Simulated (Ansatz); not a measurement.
# Hf (Im-3m, 1 atom in the cell): from the cell to its phonons

Wanted: phonon frequencies of Hf (Im-3m, 1 atom in the cell) and what follows from them.

Calculated with Ansatz 0.2.0; DFT PBEsol, scalar-relativistic, plane waves, PAW; PAW set soft_1.

This is not the structure that Hf takes at ambient pressure and room temperature (hexagonal, No. 194); it is a model or a phase of other conditions.

### 1. Starting point

Symmetry: Im-3m, No. 229, cubic system. Conventional cell: a = 3.610 Å, b = 3.610 Å, c = 3.610 Å, α = 90.00°, β = 90.00°, γ = 90.00°. Nearest to Hf lie 8 Hf at 3.13 Å.

### 2. Rough relaxation

A rough relaxation comes first, because large forces or stress need no tight tolerances yet.

File input.yaml:

```yaml
crystal:
  lattice:
    - [-1.805, 1.805, 1.805]
    - [1.805, -1.805, 1.805]
    - [1.805, 1.805, -1.805]
  atoms:
    - { symbol: Hf, position: [0.0, 0.0, 0.0] }
kpoints:
  mp_grid: { grid: [8, 8, 8] }
hamiltonian:
  xc: pbesol
  pseudopotentials: { kind: paw, azcp: { folder: soft_1 }, xc_functional: pbe }
scf:
  occupations: { method: gaussian, width: 0.1 }
output:
  forces: true
  stress: true
  eigenvalues: true
relax:
  adjacent_minimum: "off"
  f_tol: 0.05
  max_steps: 80
  cell: { stress_tol: 0.5 }
```

Launch:

```
$ ansatz run input.yaml --threads 4 --pin off --max-ram 10240MiB --backend cpu --events-out ev --progress --plain --runs-dir out
```

Numbers of over 12 decimals in the logs are rounded to 6 here.

Log:

```text
The last accepted step is kept in <dir> (removed where the run ends without a failure and the disk answers)
Engine: ansatz 0.2.0, aarch64-unknown-linux-gnu
Pseudopotentials: kind: paw
Pseudopotential: Hf, paw, valence charge 26, recommended cutoff 420 eV (normal), soft_1/Hf.paw.azcp
Functional definition: PBEsol
  exchange = pbesol_x
  correlation = pbesol_c
Crystal: 1 atoms, lattice volume = 23.523 Å³
[...]
--- Relaxed structure (4 steps of the walk, 4 accepted, 1 SCFs on fresh bases) ---
  F+E_penalty+E_count = -15598.64734639 eV   max|allowed force component| = 0.000e0 eV/Å   (the final SCF, on the basis selected at the relaxed cell)
  cell:  # Å, volume = 21.3067 Å³
    - [-1.746434, 1.746434, 1.746434]
    - [1.746434, -1.746434, 1.746434]
    - [1.746434, 1.746434, -1.746434]
  atoms:
    - { symbol: Hf, position: [0.0, 0.0, 0.0] }
[key lines of the parts left out:]
SCF converged after 5 iterations
Free energy (F): -15598.647346 eV
Fermi energy:    18.612130 eV
P = ⅓ Tr σ = -0.0564 GPa (-0.564 kbar)
```

Wall time 1.6 s (4 threads of Arm Neoverse V2, shared host); peak memory 0.29 GiB; 4.7 s of CPU time.

Step by step:

| step | energy less that of the first step (eV) | largest force component (eV/Å) | pressure (GPa) | volume (Å³) |
| --- | --- | --- | --- | --- |
| 1 | 0.0000 | 0.0000 | -9.37 | 23.52 |
| 2 | -0.0512 | 0.0000 | 6.10 | 20.25 |
| 3 | -0.0699 | 0.0000 | -0.63 | 21.42 |
| 4 | -0.0702 | 0.0000 | -0.04 | 21.31 |
| 5* | -0.0697 | 0.0000 | -0.06 | 21.31 |

Relaxation steps marked * repeat the geometry before them on a plane-wave basis chosen anew for their cell, so energy and pressure can jump there.

| conventional cell, symmetrised | before | after | change |
| --- | --- | --- | --- |
| a (Å) | 3.610 | 3.493 | -3.2 % |
| b (Å) | 3.610 | 3.493 | -3.2 % |
| c (Å) | 3.610 | 3.493 | -3.2 % |
| volume (Å³/atom) | 23.52 | 21.31 | -9.4 % |

Final coordinates:

```xyz
1
Lattice="-1.7464 1.7464 1.7464 1.7464 -1.7464 1.7464 1.7464 1.7464 -1.7464" Properties=species:S:1:pos:R:3 pbc="T T T"
Hf    0.0000    0.0000    0.0000
```

This step gave:

| Item | Value |
| --- | --- |
| pressure | -0.05638 GPa |
| volume per atom | 21.31 Å³ |
| gap on the k-mesh | 0 eV |

In this step the volume went from 23.52 to 21.31 Å³/atom.

### 3. Bringing the structure to rest

Harmonic phonons are second derivatives at a point where the forces vanish, and they are wanted at zero stress, so atoms and cell are relaxed first.

input.yaml, the sections that differ from step 2:

```yaml
crystal:
  lattice:
    - [-1.7464340157, 1.7464340157, 1.7464340157]
    - [1.7464340157, -1.7464340157, 1.7464340157]
    - [1.7464340157, 1.7464340157, -1.7464340157]
  atoms:
    - { symbol: Hf, position: [0.0, 0.0, 0.0] }
kpoints:
  mp_grid: { grid: [16, 16, 16] }
output:
  forces: true
  stress: true
  eigenvalues: true
  write_density: true
  write_potential: true
  elf: true
  volumetric_format: npy
relax:
  adjacent_minimum: "off"
  f_tol: 0.005
  max_steps: 80
  cell: { stress_tol: 0.05 }
# hamiltonian, scf: as in step 2
```

Log:

```text
[...]
Crystal: 1 atoms, lattice volume = 21.307 Å³
Basis set: ecut = 420 eV, 429 PW (Γ), exchange–correlation on 48×48×48 points (8 copies of the dense FFT grid, shifted against one another)
Bands: 17, of which v1, the nominal top of the filled ones, is band 13 counted from 1 (12 counted from 0)
Symmetry: 48 space group operations
[...]
k-points: 145 of 4096
[...]
SCF iter   1: F=—  HF=-15598.743577 eV  |F-HF|=—  |Δ(HF+E_count)|=         —  Δρ=3.09e-2  dr2=2.59e-1  ethr=3.10e-3  ⟨swp⟩=5.5  Hψ=11344  notcnv=0
[...]
SCF iter   7: F=-15598.642228 eV  HF=-15598.642228 eV  |F-HF|=5.44e-9  |Δ(HF+E_count)|=   1.56e-6  Δρ=2.20e-5  dr2=6.36e-8  ethr=3.85e-10  ⟨swp⟩=10.2  Hψ=22266  notcnv=0
SCF 1 converged in 7 iterations: F = -15598.642228 eV  dr2 = 6.36e-8
[...]
relax step   1: F+E_penalty+E_count = -15598.64222793 eV  Δ(F+E_penalty+E_count) = +0.000e0 eV  max|allowed force component| = 0.000e0 eV/Å  Δτ_max = 0.0000 Å  P = -0.208 GPa  Ω = 21.307 Å³  (7 SCF iters, dr2 threshold 1.00e-7 eV, accepted)
Crystal: 1 atoms, lattice volume = 21.217 Å³
Basis set: ecut = 420 eV, 381 PW (Γ), exchange–correlation on 48×48×48 points (8 copies of the dense FFT grid, shifted against one another)
[...]
SCF iter   3: F=-15598.642240 eV  HF=-15598.642241 eV  |F-HF|=4.48e-8  |Δ(HF+E_count)|=   1.63e-7  Δρ=3.37e-5  dr2=9.42e-8  ethr=3.67e-10  ⟨swp⟩=10.6  Hψ=19217  notcnv=0
SCF 2 converged in 3 iterations: F = -15598.642240 eV  dr2 = 9.42e-8
relax step   2: F+E_penalty+E_count = -15598.64224049 eV  Δ(F+E_penalty+E_count) = -1.256e-5 eV  max|allowed force component| = 0.000e0 eV/Å  Δτ_max = 0.0000 Å  P = +0.247 GPa  Ω = 21.217 Å³  energy of the carried Pulay correction = +2.316e-5 eV  (3 SCF iters, dr2 threshold 1.00e-7 eV, rejected (line search))
Crystal: 1 atoms, lattice volume = 21.265 Å³
[...]
SCF iter   6: F=-15598.642265 eV  HF=-15598.642265 eV  |F-HF|=1.09e-11  |Δ(HF+E_count)|=  2.00e-11  Δρ=1.69e-7  dr2=6.88e-12  ethr=1.00e-12  ⟨swp⟩=6.7  Hψ=12800  notcnv=0
SCF 3 converged in 6 iterations: F = -15598.642265 eV  dr2 = 6.88e-12
relax step   3: F+E_penalty+E_count = -15598.64226542 eV  Δ(F+E_penalty+E_count) = -3.749e-5 eV  max|allowed force component| = 0.000e0 eV/Å  Δτ_max = 0.0000 Å  P = -0.000 GPa  Ω = 21.265 Å³  energy of the carried Pulay correction = +1.062e-5 eV  (6 SCF iters, accepted)
[...]
SCF iter   4: F=-15598.642254 eV  HF=-15598.642254 eV  |F-HF|=3.64e-12  |Δ(HF+E_count)|=  4.73e-11  Δρ=1.56e-7  dr2=3.87e-12  ethr=1.00e-12  ⟨swp⟩=6.4  Hψ=14842  notcnv=0
SCF 4 converged in 4 iterations: F = -15598.642254 eV  dr2 = 3.87e-12
relax step   4: F+E_penalty+E_count = -15598.64225404 eV  Δ(F+E_penalty+E_count) = +1.138e-5 eV  max|allowed force component| = 0.000e0 eV/Å  Δτ_max = 0.0000 Å  P = -0.000 GPa  Ω = 21.265 Å³  stress off target by 1.51e-4 GPa  SCF on the basis re-selected at this cell (its energy is not comparable with the rows above)  (4 SCF iters)
[...]
SCF converged after 4 iterations
Free energy (F): -15598.642254 eV
[...]
Internal energy: -15598.635100 eV  (E = F + TS)
E sigma→0 (E₀):  -15598.638677 eV
Entropy (-TS):   -0.007154 eV (-7.154 meV/atom)
Fermi energy:    18.683575 eV
[...]
--- Stress (GPa, compression-positive) ---
       -0.000151      -0.000000       0.000000
        0.000000      -0.000151       0.000000
       -0.000000       0.000000      -0.000151
  P = ⅓ Tr σ = -0.0002 GPa (-0.002 kbar)
--- Band table (eV; the first three rows and the last of 145) ---
  k-point 0: bands = [... 9 lower, 7.4284, 7.4643, 11.4832, 20.2169, 20.2169, 20.2169, 23.1606, 23.1606]
  k-point 1: bands = [... 9 lower, 7.4276, 7.4611, 11.6373, 20.1083, 20.1779, 20.3708, 22.9803, 23.1591]
  k-point 2: bands = [... 9 lower, 7.4254, 7.4535, 12.0819, 19.8166, 20.0085, 20.8266, 22.6519, 23.1675]
  k-point 144: bands = [... 9 lower, 7.4389, 7.4389, 15.8840, 15.8840, 25.8387, 25.8387, 25.8387, 26.3237]
--- Relaxed structure (3 steps of the walk, 2 accepted, 1 SCFs on fresh bases) ---
[...]
cell:  # Å, volume = 21.2655 Å³
    - [-1.745306, 1.745306, 1.745306]
    - [1.745306, -1.745306, 1.745306]
    - [1.745306, 1.745306, -1.745306]
  atoms:
    - { symbol: Hf, position: [0.0, 0.0, 0.0] }
```

Elapsed: 3.5 s, on 4 threads; peak memory 0.36 GiB.

Little changed from the start: no atom moved by 0.005 Å and no cell edge by 0.1 %.

This step gave:

- pressure: -1.51e-4 GPa
- volume per atom: 21.27 Å³

ELF in the ac plane of the conventional cell at fractional y = 0.000, with atoms of Hf within 0.2 Å of it. It is the smooth field of the valence electrons, not physical close to the nuclei.

Ten even steps from '_' (0.17) to '@' (0.86), each cell a mean:
```
@@@@%%==____::--..__::**@@@@
@@%%**--__..--==::__..==##@@
**++--..__::==++--..__..==**
::..____..--++++==::..__..::
______..--====++====::..____
..::--================--::..
----==++++====--==++++++==--
::::--==++==========++==--::
____..::============--::..__
..______::==++++==--..______
++==::____::==++==..__..--==
%%%%++::__..--==--____--**%%
@@@@%%==____::--::__..++%%@@
@@@@%%++..__::--..__::**@@@@
```
Columns run along a (3.5 Å), rows up along c (3.5 Å), edges of the conventional cell, whose origin can differ from the input's. Atoms in or near the plane, at fractional coordinates: Hf at (0.00, 0.00).

Valence density in the ac plane of the conventional cell at fractional y = 0.000, with atoms of Hf within 0.2 Å of it. It is the smooth field of the valence electrons, not physical close to the nuclei.

Values in e/Å³, 14 rows by 14 columns, each cell a mean:
```
40 25  7  2  0  0  0  0  0  0  1  3 13 31
17 11  3  1  0  0  0  0  0  0  1  1  6 13
 3  2  1  0  0  0  0  0  0  0  0  1  1  3
 1  1  0  0  0  0  0  0  0  0  0  0  1  1
 0  0  0  0  0  0  0  0  0  0  0  0  0  0
 0  0  0  0  0  0  0  0  0  0  0  0  0  0
 0  0  0  0  0  0  0  0  0  0  0  0  0  0
 0  0  0  0  0  0  0  0  0  0  0  0  0  0
 0  0  0  0  0  0  0  0  0  0  0  0  0  0
 1  0  0  0  0  0  0  0  0  0  0  0  0  0
 2  1  1  0  0  0  0  0  0  0  0  0  1  2
 9  6  2  1  0  0  0  0  0  0  0  1  3  7
32 20  6  1  0  0  0  0  0  0  1  2 11 25
53 32  9  2  1  0  0  0  0  0  1  3 17 40
```
Columns run along a (3.5 Å), rows up along c (3.5 Å), edges of the conventional cell, whose origin can differ from the input's. Atoms in or near the plane, at fractional coordinates: Hf at (0.00, 0.00).

Electrostatic potential energy in the ac plane of the conventional cell at fractional y = 0.000, with atoms of Hf within 0.2 Å of it. With pseudopotentials it is smooth inside the atoms' cores, unlike the true potential.

Ten even steps from '_' (-15 eV) to '@' (21 eV), each cell a mean:
```
--..__::**%%@@@@@@##==..__::
______--##%%@@@@@@%%**::____
__..--**%%@@@@@@@@@@##++::..
==++**%%@@@@@@@@@@@@%%##**==
##%%%%@@@@@@@@@@@@@@@@@@%%##
@@@@@@@@@@@@@@@@@@@@@@@@@@@@
@@@@@@@@@@@@@@@@@@@@@@@@@@@@
@@@@@@@@@@@@@@@@@@@@@@@@@@@@
%%%%@@@@@@@@@@@@@@@@@@@@%%%%
****##%%@@@@@@@@@@@@@@%%##**
..::==**%%@@@@@@@@@@%%**--::
____..==##@@@@@@@@%%**--____
::..__::**%%@@@@@@%%++..__..
==::__..**%%@@@@@@##==____--
```
Columns run along a (3.5 Å; values clipped at the 3rd and 97th percentile), rows up along c (3.5 Å), edges of the conventional cell, whose origin can differ from the input's. Atoms in or near the plane, at fractional coordinates: Hf at (0.00, 0.00).

In this step the volume went from 21.31 to 21.27 Å³/atom.

### 4. Tight relaxation

Phonons need a cell at rest on their own settings, so the relaxation is repeated with tight tolerances on forces and stress, using the mesh and the filling of the phonon run that follows.

input.yaml, the sections that differ from step 3:

```yaml
crystal:
  lattice:
    - [-1.7453064229, 1.7453064229, 1.7453064229]
    - [1.7453064229, -1.7453064229, 1.7453064229]
    - [1.7453064229, 1.7453064229, -1.7453064229]
  atoms:
    - { symbol: Hf, position: [0.0, 0.0, 0.0] }
scf:
  occupations: { method: methfessel_paxton, width: 0.2 }
output:
  forces: true
  stress: true
  eigenvalues: true
relax:
  adjacent_minimum: "off"
  f_tol: 0.001
  max_steps: 60
  cell: { stress_tol: 0.01 }
# kpoints, hamiltonian: as in step 3
```

Log:

```text
[...]
Crystal: 1 atoms, lattice volume = 21.265 Å³
Basis set: ecut = 420 eV, 429 PW (Γ), exchange–correlation on 48×48×48 points (8 copies of the dense FFT grid, shifted against one another)
Bands: 17, of which v1, the nominal top of the filled ones, is band 13 counted from 1 (12 counted from 0)
Symmetry: 48 space group operations
[...]
k-points: 145 of 4096
[...]
k-point 144: bands = [... 9 lower, 7.4685, 7.4685, 15.9036, 15.9036, 25.8740, 25.8740, 25.8740, 26.3590]
--- Relaxed structure (3 steps of the walk, 2 accepted, 1 SCFs on fresh bases) ---
[...]
cell:  # Å, volume = 21.2400 Å³
    - [-1.744609, 1.744609, 1.744609]
    - [1.744609, -1.744609, 1.744609]
    - [1.744609, 1.744609, -1.744609]
  atoms:
    - { symbol: Hf, position: [0.0, 0.0, 0.0] }
[key lines of the parts left out:]
SCF converged after 4 iterations
Free energy (F): -15598.637054 eV
Fermi energy:    18.708085 eV
P = ⅓ Tr σ = -0.0003 GPa (-0.003 kbar)
```

The job ended after 3.9 s (4 threads; peak memory 0.35 GiB; 13 s of CPU time).

Little changed from the start: no atom moved by 0.005 Å and no cell edge by 0.1 %.

This step gave:

```
pressure        : -2.87e-4 GPa
volume per atom : 21.24 Å³
```

The forces vanish by symmetry and the pressure is 0.000 GPa, within the tolerances set. The cell now holds 21.24 Å³/atom.

(Part 1 of 2 ends here.)

[Logs are printed without paths, hosts, clocks, repeated set-up lines and the standing remarks that a program may print on its own settings, such as how far it seeks lower states.]

[Hosts, paths, dates, database ids (printed as entryN), source tags and the programs' standing remarks are cut or masked in the printed files.]
